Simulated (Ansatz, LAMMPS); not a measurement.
# A frame of liquid acetonitrile from 293 K (108 atoms): geometry optimisation, part 3 of 3

Wanted: the relaxed structure of a frame of liquid acetonitrile from 293 K (108 atoms) and its electronic structure.

Ansatz 0.2.0; Kohn-Sham DFT, PBE+D4, PAW (set soft_2), plane waves.

The cell: 36 C, 18 N and 54 H. The network of contacts between molecules at the start is that of the classical potential that made the cell. Only the Γ point is sampled, in a cell whose shortest periodic width is 12 Å.

So far, density (g/cm³): step 5 (distances and neighbours after relaxation) 0.786.

## 6. Single point at the relaxed geometry

The electronic structure is read at the final geometry, in a run of its own.

File input.yaml:

```yaml
crystal:
  lattice:
    - [11.60062, 0.0, 0.0]
    - [0.0, 11.60062, 0.0]
    - [0.0, 0.0, 11.60062]
  atoms:
    - { symbol: C, position: [0.81701, 0.31207, 0.91737] }
    - { symbol: C, position: [0.69375, 0.29449, 0.90638] }
    - { symbol: "N", position: [0.59484, 0.281, 0.89702] }
    - { symbol: H, position: [0.84105, 0.32242, 0.00844] }
    - { symbol: H, position: [0.86327, 0.23795, 0.88073] }
    - { symbol: H, position: [0.84295, 0.39012, 0.87029] }
    - { symbol: C, position: [0.46545, 0.04974, 0.04213] }
    - { symbol: C, position: [0.57444, 0.02981, 0.09982] }
    - { symbol: "N", position: [0.66217, 0.01423, 0.1457] }
    - { symbol: H, position: [0.47424, 0.12469, 0.9848] }
    - { symbol: H, position: [0.44341, 0.97332, 0.99088] }
    - { symbol: H, position: [0.39698, 0.06551, 0.10563] }
    - { symbol: C, position: [0.61237, 0.3491, 0.22399] }
    - { symbol: C, position: [0.51575, 0.42364, 0.19707] }
    - { symbol: "N", position: [0.43784, 0.48336, 0.17687] }
    - { symbol: H, position: [0.69482, 0.3923, 0.20649] }
    - { symbol: H, position: [0.60969, 0.32528, 0.31575] }
    - { symbol: H, position: [0.60859, 0.27055, 0.17141] }
    - { symbol: C, position: [0.87027, 0.29909, 0.56096] }
    - { symbol: C, position: [0.99108, 0.32614, 0.5444] }
    - { symbol: "N", position: [0.08817, 0.34746, 0.53143] }
    - { symbol: H, position: [0.82708, 0.37112, 0.60445] }
    - { symbol: H, position: [0.82752, 0.28407, 0.47801] }
    - { symbol: H, position: [0.86243, 0.22165, 0.61488] }
    - { symbol: C, position: [0.11286, 0.03939, 0.48681] }
    - { symbol: C, position: [0.01093, 0.96843, 0.47324] }
    - { symbol: "N", position: [0.92884, 0.91186, 0.46301] }
    - { symbol: H, position: [0.19192, 0.98965, 0.47102] }
    - { symbol: H, position: [0.11106, 0.11107, 0.42519] }
    - { symbol: H, position: [0.11467, 0.07487, 0.57452] }
    - { symbol: C, position: [0.6297, 0.98319, 0.44884] }
    - { symbol: C, position: [0.50508, 0.97705, 0.4539] }
    - { symbol: "N", position: [0.4051, 0.97144, 0.45843] }
    - { symbol: H, position: [0.65734, 0.00938, 0.36215] }
    - { symbol: H, position: [0.66105, 0.04591, 0.51224] }
    - { symbol: H, position: [0.6665, 0.89817, 0.46779] }
    - { symbol: C, position: [0.96075, 0.93346, 0.15249] }
    - { symbol: C, position: [0.05814, 0.01067, 0.16439] }
    - { symbol: "N", position: [0.13691, 0.07206, 0.17293] }
    - { symbol: H, position: [0.87918, 0.98031, 0.16356] }
    - { symbol: H, position: [0.96335, 0.89424, 0.06636] }
    - { symbol: H, position: [0.96674, 0.86522, 0.21781] }
    - { symbol: C, position: [0.6697, 0.70851, 0.12512] }
    - { symbol: C, position: [0.5784, 0.7281, 0.04201] }
    - { symbol: "N", position: [0.50548, 0.74515, 0.97545] }
    - { symbol: H, position: [0.71328, 0.79051, 0.14346] }
    - { symbol: H, position: [0.6336, 0.67501, 0.20595] }
    - { symbol: H, position: [0.73234, 0.64626, 0.09106] }
    - { symbol: C, position: [0.88433, 0.61544, 0.40735] }
    - { symbol: C, position: [0.99224, 0.65007, 0.35485] }
    - { symbol: "N", position: [0.07827, 0.67732, 0.31129] }
    - { symbol: H, position: [0.89718, 0.59516, 0.49887] }
    - { symbol: H, position: [0.82041, 0.68489, 0.40138] }
    - { symbol: H, position: [0.85133, 0.5386, 0.36301] }
    - { symbol: C, position: [0.111, 0.58313, 0.71256] }
    - { symbol: C, position: [0.9878, 0.56655, 0.7225] }
    - { symbol: "N", position: [0.88877, 0.55246, 0.72951] }
    - { symbol: H, position: [0.13197, 0.67506, 0.7191] }
    - { symbol: H, position: [0.15456, 0.53633, 0.78228] }
    - { symbol: H, position: [0.14209, 0.54844, 0.63035] }
    - { symbol: C, position: [0.2163, 0.66157, 0.0424] }
    - { symbol: C, position: [0.15683, 0.74654, 0.97304] }
    - { symbol: "N", position: [0.10874, 0.81435, 0.91683] }
    - { symbol: H, position: [0.18979, 0.67021, 0.13301] }
    - { symbol: H, position: [0.19423, 0.57455, 0.0119] }
    - { symbol: H, position: [0.30996, 0.67359, 0.03526] }
    - { symbol: C, position: [0.18055, 0.17263, 0.89394] }
    - { symbol: C, position: [0.15624, 0.29327, 0.9153] }
    - { symbol: "N", position: [0.13582, 0.3897, 0.93301] }
    - { symbol: H, position: [0.1115, 0.13498, 0.84103] }
    - { symbol: H, position: [0.26328, 0.16388, 0.84886] }
    - { symbol: H, position: [0.18471, 0.12604, 0.9763] }
    - { symbol: C, position: [0.60196, 0.56693, 0.71957] }
    - { symbol: C, position: [0.4815, 0.5578, 0.68832] }
    - { symbol: "N", position: [0.38481, 0.5514, 0.66288] }
    - { symbol: H, position: [0.65261, 0.59519, 0.64494] }
    - { symbol: H, position: [0.61204, 0.62959, 0.78975] }
    - { symbol: H, position: [0.63425, 0.48308, 0.7488] }
    [... 24 atom lines left out ...]
    - { symbol: C, position: [0.8415, 0.87515, 0.75105] }
    - { symbol: C, position: [0.89432, 0.98808, 0.75393] }
    - { symbol: "N", position: [0.93642, 0.07902, 0.75557] }
    - { symbol: H, position: [0.88597, 0.81761, 0.81159] }
    - { symbol: H, position: [0.74973, 0.88289, 0.77343] }
    - { symbol: H, position: [0.84896, 0.83969, 0.66359] }
kpoints:
  mp_grid: { grid: [1, 1, 1] }
hamiltonian:
  xc: pbe
  dispersion: d4
scf:
  occupations: { method: fermi_dirac, width: 0.05 }
output:
  forces: true
  stress: true
  populations: true
  dos:
    method: { smearing: { sigma: 0.15 } }
    de: 0.1
    projected: { site_lists: { C: [C], H: [H], "N": ["N"] } }
  eigenvalues: true
  write_density: true
  write_potential: true
  volumetric_format: npy
```

Started as:

```sh
$ ansatz run input.yaml --threads 4 --pin off --max-ram 8192MiB --backend cpu --events-out ev --progress --plain --runs-dir out
```

Numbers of over 12 decimals in the logs are rounded to 6 here.

Output:

```text
[...]
Crystal: 108 atoms, lattice volume = 1561.146 Å³
Basis set: ecut = 420 eV, 30551 PW (Γ), exchange–correlation on 160×160×160 points (8 copies of the dense FFT grid, shifted against one another)
Bands: 252, of which v1, the nominal top of the filled ones, is band 144 counted from 1 (143 counted from 0)
Symmetry: 1 space group operations
[...]
k-points: 1
[...]
SCF iter   1: F=—  HF=-16807.372886 eV  |F-HF|=—  |Δ(HF+E_count)|=         —  Δρ=2.92e-3  dr2=1.67e-1  ethr=1.77e-3  ⟨swp⟩=6.0  Hψ=1139  notcnv=0  defer=43
[...]
SCF iter  10: F=-16807.437595 eV  HF=-16807.437595 eV  |F-HF|=1.36e-8  |Δ(HF+E_count)|=   2.06e-7  Δρ=1.49e-6  dr2=4.07e-8  ethr=3.47e-11  ⟨swp⟩=18.0  Hψ=2261  notcnv=0
SCF 1 converged in 10 iterations: F = -16807.437595 eV  dr2 = 4.07e-8
[...]
WARN: The input density's exchange-correlation potential varies sharply where the density is thin. Do not read a vacuum level from v_tot or v_xc, or from such a field of the output density. On a cell that repeats whose density bears no net charge and no dipole along the vacuum's axis use v_es (v_loc + v_h of the components); [...]
SCF converged after 10 iterations
Free energy (F): -16807.437595 eV
[...]
Internal energy: -16807.437595 eV  (E = F + TS)
E sigma→0 (E₀):  -16807.437595 eV
Fermi energy:    -0.637689 eV
[...]
--- Forces (eV/Å), atoms counted from 1 ---
  atom   1  C      0.00108727    -0.00066732     0.00145985
  atom   2  C     -0.00529790    -0.00035987    -0.00159620
  atom   3  N      0.00397055    -0.00050664     0.00043585
  atom   4  H      0.00138945    -0.00049641    -0.00089922
  atom   5  H      0.00034422     0.00059335    -0.00007985
  atom   6  H     -0.00055071    -0.00002646    -0.00116189
  atom   7  C      0.00025789    -0.00100632     0.00025902
  atom   8  C      0.00056850    -0.00103552     0.00076957
  atom   9  N      0.00000551    -0.00000456     0.00000699
  atom  10  H      0.00092191    -0.00167275    -0.00019264
  atom  11  H      0.00048857    -0.00018517    -0.00005187
  atom  12  H     -0.00051058    -0.00007894     0.00066122
  atom  13  C     -0.00178827     0.00021992     0.00284041
  atom  14  C      0.00730959    -0.00640421     0.00115110
[...]
atom 107  H     -0.00070767     0.00012309    -0.00062679
  atom 108  H      0.00006568    -0.00105311    -0.00200600
  max |Σ_I F_I| component: 9.04e-5 eV/Å
--- Stress (GPa, compression-positive) ---
       -0.355686       0.015512       0.008282
        0.015512      -0.249864       0.005160
        0.008282       0.005160      -0.262514
  P = ⅓ Tr σ = -0.2894 GPa (-2.894 kbar)
--- Band table (eV) ---
[...]
--- Löwdin populations: 108 sites ---
  site symbol       q [e]
     0      C      4.4901
     1      C      3.7661
     2      N      5.2350
[...]
107      H      0.7499
  spilling = 0.016209 (of n_electrons = 288.000000)
```

It took 15 s on 4 threads of Arm Neoverse V1, shared host; peak memory 1.5 GiB; 60 s of CPU time.

The program notes that the exchange-correlation potential is rough where the density is thin.

The run gave:

```
free energy                                      : -16807.4376 eV
free energy per atom                             : -155.6244 eV/atom
SCF cycles                                       : 10
pressure                                         : -0.2894 GPa
r.m.s. force component                           : 0.00276 eV/Å
longest force                                    : 0.0201 eV/Å
Fermi energy                                     : -0.6377 eV
gap (highest filled to lowest empty level) : 6.541 eV
spilling of the projection                       : 0.01621
```

Löwdin charges by element and coordination (they lack the spilled electrons, 0.043 e an atom on average):

```
element  coordination  atoms  mean charge (e)  spread   least    most
      C           all     36           -0.123   0.364  -0.491   0.262
      C             2     18            0.241   0.008   0.229   0.262
      C             4     18           -0.487   0.003  -0.491  -0.479
      H           all     54            0.248  0.0052   0.227   0.257
      N           all     18           -0.239    0.01  -0.259  -0.224
```

States in the cell by windows of 1 eV, zero at the Fermi level; the larger projections on atomic orbitals stand beside the total:

```
from (eV)  to (eV)  total   C p   N p   H s   C s  N s
      -18      -17    5.1   0.7   0.6   0.1   1.6  2.1
      -17      -15    0.0   0.0   0.0   0.0   0.0  0.0
      -15      -14   36.0   8.9   0.0   8.1  17.3  1.2
      -14       -9    0.0   0.0   0.0   0.0   0.0  0.0
       -9       -8   15.1   8.5   0.4   2.7   2.7  0.6
       -8       -7   22.9  13.2   0.6   4.3   3.7  0.8
       -7       -6   69.9  46.0   3.6  18.5   0.1  0.1
       -6       -5    0.1   0.1   0.0   0.0   0.0  0.0
       -5       -4   37.7   4.7  22.6   0.5   0.2  8.8
       -4       -3   70.3  27.0  36.1   6.0   0.1  0.7
       -3        3    0.0   0.0   0.0   0.0   0.0  0.0
        3        4   33.2  12.0  10.4   6.1   1.0  0.1
        4        5   52.5  19.4  15.9   7.3   2.0  0.3
```

Between -19 and -18 eV lie 31 more states.

The levels nearest the highest filled one (over half full), pooled over k-points and spins:

```
level less the highest filled one (eV)  occupation
                               -0.0982           2
                               -0.0844           2
                               -0.0809           2
                               -0.0476           2
                               -0.0242           2
                                     0           2
                                  6.54           0
                                  6.84           0
                                  6.90           0
                                  6.91           0
                                  6.95           0
                                  6.98           0
```

Valence density in the ac plane at fractional y = 0.284, with atoms of C and N and H within 0.2 Å of it. It is the smooth field of the valence electrons, not physical close to the nuclei.

Ten steps, logarithmic in the rise over the least value, from '0' (0.0 e/Å³) to '9' (3.6 e/Å³), each cell a mean:
```
013466642100000013466666556764210
024678763100000125799988877875310
013578753100000136899988777876310
012355532100000124687766555554210
000122211000112212344333222222100
000000000001245431111110000000000
000000000023467642100000000000000
000000000246777643210000001222111
322110001257887766532100013455433
554432100245667788765321124688766
776653100012345789998631125788777
666653100000113568999742136887666
444432100000001245788641135775444
122111000000000112444321013432111
000000000000000001122110000110000
000111100000000001234310000000000
111233210000000001355431000000111
223456531000000012356531000011222
333568641000000012467642100012233
222356531000000012478642100012222
111122210000000001356531000011111
000000000000000000122210000111000
000011100000000000001100012332100
001233321000000001122222234553200
```
Columns run along a (11.6 Å), rows up along c (11.6 Å). Atoms in or near the plane, at fractional coordinates: C at (0.69, 0.91), N at (0.59, 0.90), H at (0.61, 0.17), C at (0.87, 0.56), H at (0.83, 0.48), C at (0.16, 0.92), C at (0.51, 0.57), N at (0.59, 0.51), H at (0.16, 0.22).

Electrostatic potential energy in the ac plane at fractional y = 0.284, with atoms of C and N and H within 0.2 Å of it. With pseudopotentials it is smooth inside the atoms' cores, unlike the true potential.

Ten even steps from '0' (-47 eV) to '9' (5 eV), each cell a mean:
```
999865689999999999988876886679999
999600169999999999511310351048999
999720279999999999300100363258999
999987899999999999845766788889999
999999999999999999999999999999999
999999999999997899999999999999999
999999999999986799999999999999999
999999999998634789999999999999999
999999999984412667899999999988899
789999999998776400489999998622577
378899999999998400024899998400362
578899999999999875000699998434775
899999999999999998534899996158998
999999999999999999999999999889999
999999999999999999999999999999999
999999999999999999998999999999999
999999999999999999988899999999999
999987899999999999988899999999999
999861599999999999977899999999999
999986899999999999952699999999999
999999999999999999986899999999999
999999999999999999999999999999999
999999999999999999999999999999999
999999999999999999999999999889999
```
Columns run along a (11.6 Å; values clipped at the 3rd and 97th percentile), rows up along c (11.6 Å). Atoms in or near the plane, at fractional coordinates: C at (0.69, 0.91), N at (0.59, 0.90), H at (0.61, 0.17), C at (0.87, 0.56), H at (0.83, 0.48), C at (0.16, 0.92), C at (0.51, 0.57), N at (0.59, 0.51), H at (0.16, 0.22).

Mean Löwdin charges: C -0.12, H +0.25, N -0.24 e (they miss 1.6 % of the electrons, so they add up to more than the cell's charge).

Local excerpt of 18 atoms (numbers count through the whole input) about C80, picked at random; x, y, z are measured from there.

```
atom      x      y      z  distance (Å)  bonds  Löwdin charge (e)
 C80   0.00   0.00   0.00          0.00      2               0.25
 N81   0.91   0.20  -0.70          1.16      1              -0.23
 C79  -1.12  -0.26   0.88          1.45      4              -0.49
 H83  -0.79  -0.19   1.92          2.08      1               0.25
 H82  -1.50  -1.28   0.68          2.08      1               0.24
 H84  -1.92   0.47   0.69          2.10      1               0.26
 H35   1.77  -2.60  -0.71          3.22      1               0.25
 H17   1.17   0.64  -2.99          3.27      1               0.25
 H78   1.46   2.47   2.03          3.51      1               0.24
 C74  -0.32   3.34   1.33          3.61      2               0.24
 C32  -0.04  -3.40  -1.39          3.67      2               0.25
 N75  -1.44   3.26   1.04          3.71      1              -0.24
 H23   3.70   0.16  -1.11          3.86      1               0.25
  N3   1.00   0.13   3.75          3.89      1              -0.23
 H22   3.69   1.17   0.36          3.89      1               0.25
 C31   1.40  -3.33  -1.45          3.89      4              -0.48
 N33  -1.20  -3.47  -1.33          3.90      1              -0.25
 C73   1.08   3.44   1.69          3.99      4              -0.48
```

The column of bonds counts only the pairs H-C within 1.34 Å, C-C within 1.85 Å, C-N within 1.62 Å; other neighbours, such as metal atoms beside each other in a compound, aren't counted, and periodic images can show an atom twice.

## 7. Results

| Property | Result |
| --- | --- |
| energy change in the relaxation | -32.81 meV/atom |
| r.m.s. displacement | 0.907 Å |
| largest displacement | 2.017 Å |
| free energy per atom | -155.6244 eV/atom |
| pressure | -0.2894 GPa |
| r.m.s. force component | 0.00276 eV/Å |
| gap (highest filled to lowest empty level) | 6.541 eV |
| wall time of the 3 DFT runs | 7.1 min |

**Reading.** Relaxation lowers the energy by 32.8 meV/atom and moves atoms by 0.91 Å r.m.s.; the r.m.s. force component goes from 0.80 to 0.0028 eV/Å, the pressure goes from 0.17 to -0.29 GPa, and the gap from 5.95 to 6.54 eV. By the final cutoffs no bond was broken or made. First to last step the energy falls by 3.543 eV; the largest move, 2.02 Å, is that of H83. The C-N bonds go from 1.160 Å (spread 0.013) to 1.163 Å (spread 0.001). By these cutoffs 50 % of C atoms have 2 and as many 4, all H atoms have 1 and all N atoms have 1 bonded neighbour. The highest filled and lowest empty levels differ by 6.54 eV (at Γ alone); a semilocal functional tends to put such gaps too low. In a disordered cell it changes from sample to sample and from frame to frame.

Caveats: The network of contacts between molecules at the start is that of the classical potential that made the cell; in DFT atoms moved by 0.91 Å r.m.s.

[Logs are printed without paths, hosts, clocks, repeated set-up lines and the standing remarks that a program may print on its own settings, such as how far it seeks lower states.]

[Hosts, paths, dates, database ids (printed as entryN), source tags and the programs' standing remarks are cut or masked in the printed files.]
